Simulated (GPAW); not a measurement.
# Work function of Al(111) against the slab's thickness (PBEsol, GPAW)

How thick must a slab of Al(111) be for a steady work function?

All values are computed: GPAW 26.7.0, PBEsol, plane waves, scalar-relativistic unless marked; slabs or sheets with vacuum, the vacuum level from the planar mean of the electrostatic potential. 1×1 cells on a fixed bulk lattice, outer layers relaxed.

| layers | thickness (Å) | work function (eV) |
| --- | --- | --- |
| 4 | 7 | 4.10 |
| 5 | 9.3 | 4.16 |
| 6 | 11.6 | 4.14 |
| 7 | 13.9 | 4.09 |
| 8 | ? | ? |
| 10 | 20.8 | 4.08 |

**Fit.** The shown values lie within 0.05 eV of their mean, 4.11 eV, with no steady drift. The mean serves as the estimate. Confinement across the slab splits the bands into subbands, and the work function moves a little each time one crosses the Fermi level.

**The withheld row.** The prediction is the mean = 4.11 eV. The run gave thickness 16.3 Å, work function 4.14 eV. The miss in work function is +0.03 eV, within the scatter of the fitted rows.

The k-mesh adds scatter of its own.
